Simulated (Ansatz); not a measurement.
# What AgB (built on the sites of a database entry of InAg) distorts into

Wanted: the energy along a soft mode of AgB (built on the sites of a database entry of InAg) and the structure at the end.

Calculated with Ansatz 0.2.0; DFT PBEsol, scalar-relativistic, plane waves, PAW.

Report form: the programs' logs are mostly left out.

The structure was built from a prototype and need not be the compound's stable phase.

### Step 1. Starting point

The structure is cubic, space group Pm-3m (No. 221). Conventional cell: a = 2.861 Å, b = 2.861 Å, c = 2.861 Å, α = 90.00°, β = 90.00°, γ = 90.00°. Nearest to B lie 8 Ag at 2.48 Å. Ag has 8 B at 2.48 Å nearest. Farther neighbours are not listed.

### Step 2. Phonons on a q mesh

The cell comes from relaxations at this level that are not shown. Stability and thermal properties need the whole zone. Linear response on a 4×4×4 q mesh gives force constants as far as a supercell of that size would.

The input, input.yaml:

```yaml
crystal:
  lattice:
    - [2.8609203463, 0.0, 0.0]
    - [0.0, 2.8609203463, 0.0]
    - [0.0, 0.0, 2.8609203463]
  atoms:
    - { symbol: B, position: [0.5, 0.5, 0.5] }
    - { symbol: Ag, position: [0.0, 0.0, 0.0] }
kpoints:
  mp_grid: { grid: [16, 16, 16] }
hamiltonian:
  xc: pbesol
scf:
  occupations: { method: methfessel_paxton, width: 0.2 }
output:
  eigenvalues: true
phonons:
  method: dfpt
  qmesh: [4, 4, 4]
  temperatures: { t_max: 1000, t_step: 50 }
  qpath:
    path:
      - [[0.0, 0.0, 0.0], [0.0, 0.5, 0.0], [0.5, 0.5, 0.0], [0.0, 0.0, 0.0], [0.5, 0.5, 0.5], [0.0, 0.5, 0.0]]
      - [[0.5, 0.5, 0.5], [0.5, 0.5, 0.0]]
    npoints: 10
```

Launch:

```bash
ansatz run input.yaml --threads 4 --pin off --max-ram 7168MiB --backend cpu --events-out ev --progress --plain --runs-dir out
```

Run time: 8.6 min. Hardware: 4 threads of Arm Neoverse N1, shared host; peak memory 2 GiB.

This step gave:

```yaml
volume_per_atom: 11.71 Å³
gap_on_the_k_mesh: 0 eV
sum_rule_residual_before_enforcement: 9.23e-6 eV/Å²
lowest_frequency_on_the_path: -141.7 cm⁻¹
point_group: m-3m
highest_frequency_on_the_path_or_at_a_solved_wavevector: 304.7 cm⁻¹
highest_optical_mode_at_the_zone_centre_no_lo_to_term: 187.5 cm⁻¹
lowest_optical_zone_centre_mode: 187.5 cm⁻¹
lowest_mode_on_the_q_mesh_acoustic_modes_at_gamma_apart: -141.7 cm⁻¹
```

Frequencies (cm⁻¹) solved at each irreducible wavevector; negative means imaginary. Frequencies by wavevector, by row:

```csv
q in reciprocal lattice units,star,mode 1,mode 2,mode 3,mode 4,mode 5,mode 6
0 0 0,1,0,0,0,187.5,187.5,187.5
0 0 0.25,6,-12.4,-12.4,119.3,190.3,190.3,217.5
0 0 -0.5,3,40.1,40.1,168.1,187.8,187.8,274.4
0 0.25 0.25,12,42.4,52.3,118.7,206.6,215.7,238.4
0 0.25 -0.5,12,64.5,91.6,113.1,228.3,238.4,239.4
0 -0.5 -0.5,3,-54,-54,67.5,235.9,235.9,250.3
0.25 0.25 0.25,8,-21.3,-21.3,116.2,195.3,195.3,304.7
0.25 0.25 -0.5,12,-49.1,110.5,113.5,156.4,189.9,266.5
0.25 -0.5 -0.5,6,-112.7,-112.7,117.3,181.8,192.3,192.3
-0.5 -0.5 -0.5,1,-141.7,-141.7,-141.7,148.7,148.7,148.7
```

Interpolated from a 4×4×4 q mesh. Phonon branches along the path, in cm⁻¹:

```csv
point,branch 1,branch 2,branch 3,branch 4,branch 5,branch 6
Γ,0,0,0,188,188,188
halfway,-12,-12,119,190,190,218
X,40,40,168,188,188,274
halfway,64,92,113,228,238,239
M,-54,-54,68,236,236,250
halfway,42,52,119,207,216,238
Γ,0,0,0,188,188,188
halfway,-21,-21,116,195,195,305
R,-142,-142,-142,149,149,149
halfway,-49,110,114,156,190,266
X,40,40,168,188,188,274
jump to R,-142,-142,-142,149,149,149
halfway,-113,-113,117,182,192,192
M,-54,-54,68,236,236,250
```

Symmetry leaves 10 wavevectors to solve. The lowest mode among them, the acoustic zeros apart, lies at q = (-0.5, -0.5, -0.5) and is imaginary, 141.7i cm⁻¹, so the energy falls along it.

### Step 3. The mode frozen in, largest atomic shift 0 Å

The mode followed lies at q = (-0.5, -0.5, -0.5) with frequency 141.7i cm⁻¹ and is 3-fold degenerate, the softest among the wavevectors solved. At small amplitude the distorted cell has space group no. 74 by a symmetry search on the positions. The undistorted cell that holds it gives the zero of energy on the same k mesh.

System of this step: AgB (built on the sites of a database entry of InAg). It takes space group Pm-3m (No. 221, cubic). The conventional cell has a = 2.861 Å, b = 2.861 Å, c = 2.861 Å, α = 90.00°, β = 90.00°, γ = 90.00°. Nearest to B lie 8 Ag at 2.48 Å. Nearest to Ag lie 8 B at 2.48 Å. Farther neighbours are not listed.

The input, input.yaml:

```yaml
crystal:
  lattice:
    - [2.8609203463, 2.8609203463, 0.0]
    - [2.8609203463, 0.0, 2.8609203463]
    - [2.8609203463, 0.0, -2.8609203463]
  atoms:
    - { symbol: B, position: [0.5, 0.25, 0.75] }
    - { symbol: B, position: [0.5, 0.75, 0.25] }
    - { symbol: Ag, position: [0.0, 0.0, 1.0] }
    - { symbol: Ag, position: [0.0, 0.5, 0.5] }
kpoints:
  mp_grid: { grid: [14, 14, 14] }
hamiltonian:
  xc: pbesol
scf:
  occupations: { method: methfessel_paxton, width: 0.2 }
output:
  forces: true
  stress: true
  eigenvalues: true
```

It took 2.7 s on 4 threads; peak memory 0.39 GiB; 9.7 s of CPU time.

Numbers from this step:

- pressure: 0.08116 GPa
- energy from the undistorted cell: 0 meV/atom

The run ends at a pressure of 0.08 GPa.

### Step 4. The mode frozen in, largest atomic shift 0.22 Å

The atoms are moved along the unstable eigenvector, the largest shift by 0.22 Å, with the cell fixed.

input.yaml, the sections that differ from step 3:

```yaml
crystal:
  lattice:
    - [2.8609203463, 2.8609203463, 0.0]
    - [2.8609203463, 0.0, 2.8609203463]
    - [2.8609203463, 0.0, -2.8609203463]
  atoms:
    - { symbol: B, position: [0.4456246686, 0.3043753314, 0.8043753314] }
    - { symbol: B, position: [0.5543753314, 0.6956246686, 0.1956246686] }
    - { symbol: Ag, position: [0.0, 0.0, 1.0] }
    - { symbol: Ag, position: [0.0, 0.5, 0.5] }
# kpoints, hamiltonian, scf, output: as in step 3
```

Elapsed: 10 s, on 4 threads; peak memory 0.63 GiB; 39 s of CPU time.

This step gave:

- pressure: 1.803 GPa
- energy from the undistorted cell: -4.321 meV/atom

The energy, extrapolated to zero smearing, is -4.32 meV/atom against the undistorted cell.

The run ends at a pressure of 1.80 GPa, with forces up to 0.015 eV/Å.

### Step 5. Energy along the mode, all amplitudes (two of the runs are shown above)

An imaginary frequency means negative curvature, so the energy should fall and then rise again as anharmonic terms take over.

This step gave:

* depth at the lowest point sampled: 4.321 meV/atom
* largest atomic shift at that point: 0.22 Å

Energy from the parent against largest atomic shift:

```csv
largest atomic shift (Å),energy from the parent (meV/atom)
0.000,0
0.040,-0.475
0.080,-1.6
0.140,-3.38
0.220,-4.32
0.320,0.886
0.450,34.0
```

Displacement at unit largest shift by atom:

```csv
atom,x (Å),y (Å),z (Å),size
B1,0.707,-0.707,0.000,1.000
B2,-0.707,0.707,0.000,1.000
Ag3,0.000,0.000,0.000,0.000
Ag4,0.000,0.000,0.000,0.000
```

The lowest of the steps tried is at 0.22 Å, 4.32 meV/atom below the parent; the bottom of the well need not coincide with a step.

### Step 6. Relaxation from the frozen mode

Starting from the lowest point found, all atoms and the cell are let go, so that strain and other modes of the same symmetry can join in.

Edit input.yaml of step 4 so:

```diff
@@ -20 +20,6 @@
   eigenvalues: true
+relax:
+  adjacent_minimum: "off"
+  f_tol: 0.002
+  max_steps: 120
+  cell: { stress_tol: 0.03 }
```

Run time: 4.9 min. Hardware: 4 threads; peak memory 0.74 GiB; 19 min of CPU time.

Step by step (22 of 23):

```csv
step,energy less that of the first step (eV),largest force component (eV/Å),pressure (GPa),volume (Å³)
1,0.0000,0.0109,1.80,46.83
2,-0.1020,0.2865,-0.62,47.63
3,-0.4516,0.7665,-2.36,48.40
4,-1.1778,1.1535,-2.82,48.98
5,-2.1079,1.0941,3.14,48.15
6,-2.7294,1.1189,-0.12,49.65
7,-3.2526,0.0467,8.93,49.06
8,-3.3110,0.0773,-3.27,53.05
9,-3.3303,0.0200,-0.27,51.90
10,-3.3305,0.0087,0.14,51.81
11,-3.3305,0.0003,0.00,51.84
13,-3.5524,0.0471,2.10,53.19
14,-3.5945,0.0625,0.35,54.38
15,-3.6192,0.0174,-0.51,54.84
16,-3.6304,0.0287,-0.18,54.59
17,-3.6308,0.0014,0.05,54.39
18,-3.6308,0.0019,-0.02,54.41
19,-3.6308,0.0001,0.00,54.41
20*,-3.6417,0.0014,0.28,54.41
21,-3.6446,0.0069,0.13,54.56
22,-3.6447,0.0004,0.00,54.68
23*,-3.6449,0.0003,0.00,54.68
```

Relaxation steps marked * repeat the geometry before them on a plane-wave basis chosen anew for their cell, so energy and pressure can jump there. Other such steps can lie between the rows shown.

The run keeps the 8 symmetry operations that it works with, so distortions that break them were not tested.

```csv
cell as run,before,after,change
a (Å),4.046,3.083,-23.8 %
b (Å),4.046,4.487,+10.9 %
c (Å),4.046,4.487,+10.9 %
α (°),90.00,85.73,-4.7 %
β (°),60.00,69.91,+16.5 %
γ (°),60.00,69.91,+16.5 %
volume (Å³/atom),11.71,13.67,+16.8 %
```

The atoms that moved most (Å, as changes of fractional coordinates times the final cell):

```csv
atom,dx,dy,dz,length
B2,-0.637,0.637,0.000,0.901
B1,0.637,-0.637,0.000,0.901
```

Final coordinates:

```xyz
4
Lattice="2.1800 2.1800 0.0000 3.1444 -0.9644 3.0526 3.1444 -0.9644 -3.0526" Properties=species:S:1:pos:R:3 pbc="T T T"
B     5.0950   -0.7350   -1.5263
B     3.3738    0.9862    1.5263
Ag    3.1444   -0.9644   -3.0526
Ag    3.1444   -0.9644    0.0000
```

Numbers from this step:

```yaml
pressure: -3.20e-4 GPa
volume_per_atom: 13.67 Å³
```

The distorted start has space group Imma; the relaxation ends in Imma.

### Step 7. The new phase in its own primitive cell

The relaxed structure is symmetrised, reduced to its primitive cell and relaxed tightly, as its phonons need.

input.yaml, the sections that differ from step 6:

```yaml
crystal:
  lattice:
    - [-1.5414708934, 3.0526235618, 2.9053550134]
    - [1.5414708934, -3.0526235618, 2.9053550134]
    - [1.5414708934, 3.0526235618, -2.9053550134]
  atoms:
    - { symbol: B, position: [0.4594531461, 0.7094531461, 0.75] }
    - { symbol: B, position: [0.5405468539, 0.2905468539, 0.25] }
    - { symbol: Ag, position: [0.0, 0.0, 0.0] }
    - { symbol: Ag, position: [0.5, 0.0, 0.5] }
kpoints:
  mp_grid: { grid: [16, 16, 16] }
relax:
  adjacent_minimum: "off"
  f_tol: 0.001
  max_steps: 60
  cell: { stress_tol: 0.01 }
# hamiltonian, scf, output: as in step 6
```

Run time: 2.1 min. Hardware: 4 threads; peak memory 0.94 GiB; 8.4 min of CPU time.

Step by step:

```csv
step,energy less that of the first step (eV),largest force component (eV/Å),pressure (GPa),volume (Å³)
1,0.0000,0.0111,0.00,54.68
2,0.0000,0.0091,-0.01,54.70
3,0.0000,0.0039,0.00,54.71
4,0.0000,0.0008,0.00,54.71
5*,0.0000,0.0008,0.00,54.71
6,0.0000,0.0000,0.00,54.71
7*,0.0000,0.0000,0.00,54.71
```

Relaxation steps marked * repeat the geometry before them on a plane-wave basis chosen anew for their cell, so energy and pressure can jump there.

Forces are held to the 8 operations that the run works with; a distortion that breaks them can't arise in this run.

```csv
"conventional cell, symmetrised",before,after,change
a (Å),3.083,3.082,-0.0 %
b (Å),6.105,6.112,+0.1 %
c (Å),5.811,5.808,-0.0 %
volume (Å³/atom),13.67,13.68,+0.0 %
```

Final coordinates:

```cif
data_structure
_symmetry_space_group_name_H-M 'P 1'
_symmetry_Int_Tables_number 1
_cell_length_a 4.4887
_cell_length_b 4.4887
_cell_length_c 4.4887
_cell_angle_alpha 139.837
_cell_angle_beta 94.188
_cell_angle_gamma 99.367
_cell_volume 54.71
loop_
_atom_site_label
_atom_site_type_symbol
_atom_site_fract_x
_atom_site_fract_y
_atom_site_fract_z
_atom_site_occupancy
B1 B 0.45962 0.70962 0.75000 1
B2 B 0.54038 0.29038 0.25000 1
Ag3 Ag 0.00000 0.00000 0.00000 1
Ag4 Ag 0.50000 0.00000 0.50000 1
```

This step gave:

- pressure: -8.51e-4 GPa
- volume per atom: 13.68 Å³

The largest force component left is 0.015 meV/Å and the pressure is -0.001 GPa, within the tolerances set. The cell now holds 13.68 Å³/atom.

### Step 8. Modes of the new phase

A relaxed structure may still be a saddle point, so its zone-centre modes are computed. No field response is asked, since the mesh shows no gap.

input.yaml, the sections that differ from step 7:

```yaml
crystal:
  lattice:
    - [-1.5411943646, 3.0558727179, 2.9042014746]
    - [1.5411943646, -3.0558727179, 2.9042014746]
    - [1.5411943646, 3.0558727179, -2.9042014746]
  atoms:
    - { symbol: B, position: [0.4596237526, 0.7096237526, 0.75] }
    - { symbol: B, position: [0.5403762474, 0.2903762474, 0.25] }
    - { symbol: Ag, position: [0.0, 0.0, 0.0] }
    - { symbol: Ag, position: [0.5, 0.0, 0.5] }
output:
  eigenvalues: true
phonons:
  method: dfpt
# kpoints, hamiltonian, scf: as in step 7
# relax: removed
```

The job ended after 9 min (4 threads; peak memory 4.1 GiB).

This step gave:

| Item | Value |
| --- | --- |
| sum-rule residual before enforcement | 3.87e-5 eV/Å² |
| point group | mmm |
| highest optical mode at the zone centre (no LO-TO term) | 1267 cm⁻¹ |
| lowest optical zone-centre mode | -47.72 cm⁻¹ |

Patterns of degenerate modes are one choice out of their space. Modes at Γ, with each element's share of the kinetic energy (negative means imaginary):

```csv
mode,frequency (cm⁻¹),symmetry,B %,Ag %
1,-47.7,B2u,10,90
2,-2.0,Au,0,100
3,0.0,acoustic,9,91
4,0.0,acoustic,9,91
5,0.0,acoustic,9,91
6,52.3,B3u,91,9
7,84.9,B1u,8,92
8,413.2,B2u,81,19
9,421.3,B1u,83,17
10,448.9,B3g,100,0
11,557.4,Ag,100,0
12,1266.8,B2g,100,0
```

Displacements in mode 1 (-47.7 cm⁻¹), the largest set to 1:
```
B1   0.00  1.00  0.00
B2   0.00  1.00  0.00
Ag3  0.00 -0.10  0.93
Ag4  0.00 -0.10 -0.93
```

Displacements in mode 12 (1266.8 cm⁻¹), the largest set to 1:
```
B1  -1.00  0.00  0.00
B2   1.00  0.00  0.00
Ag3  0.00  0.00  0.00
Ag4  0.00  0.00  0.00
```

Before it was imposed, the acoustic sum rule was missed by 3.9e-5 eV/Å². Small misses are needed for a sound result but don't prove that mesh and cutoff are converged. The lowest optical mode is imaginary, 47.7i cm⁻¹, so the energy falls along it.

### Step 9. Summary of results

| Property | Result |
| --- | --- |
| unstable mode of the parent | q = (-0.5, -0.5, -0.5), 142i cm⁻¹ |
| depth at the lowest point sampled | 4.32 meV/atom |
| largest atomic shift at that point | 0.22 Å |
| space group reached (within 0.01 Å) | Imma |
| energy gained over the parent (first relaxation, on the mesh of the frozen mode) | 916 meV/atom |
| volume per atom, phase reached | 13.7 Å³ |
| lowest optical zone-centre mode, phase reached | -47.7 cm⁻¹ |
| highest optical mode at the zone centre (no LO-TO term), phase reached | 1267 cm⁻¹ |

Along this mode the structure falls into Imma, 916 meV/atom below the parent. At the parent's cell the well is 4.321 meV/atom deep on the steps tried, with its lowest point at a shift of 0.22 Å. Relaxing atoms and cell changes the gain by +911.22 meV/atom against the lowest step (energies at zero smearing). Most of the total comes from this relaxation. The new phase still has an imaginary mode at the zone centre of its cell, so it is a saddle point on the way to a lower structure. Of the 5 patterns followed to their end from this parent, this one reaches the lowest energy. Each path keeps the symmetry of its pattern, so a lower phase may lie along a pattern not tried. With no gap, or one that is small against the smearing, the frequencies hang on the k mesh and the smearing, most of all near Kohn anomalies. The starting cell was built on a prototype and not taken from a measurement, so the phase need not exist.

[Logs are printed without paths, hosts, clocks, repeated set-up lines and the standing remarks that a program may print on its own settings, such as how far it seeks lower states.]

[Hosts, paths, dates, database ids (printed as entryN), source tags and the programs' standing remarks are cut or masked in the printed files.]
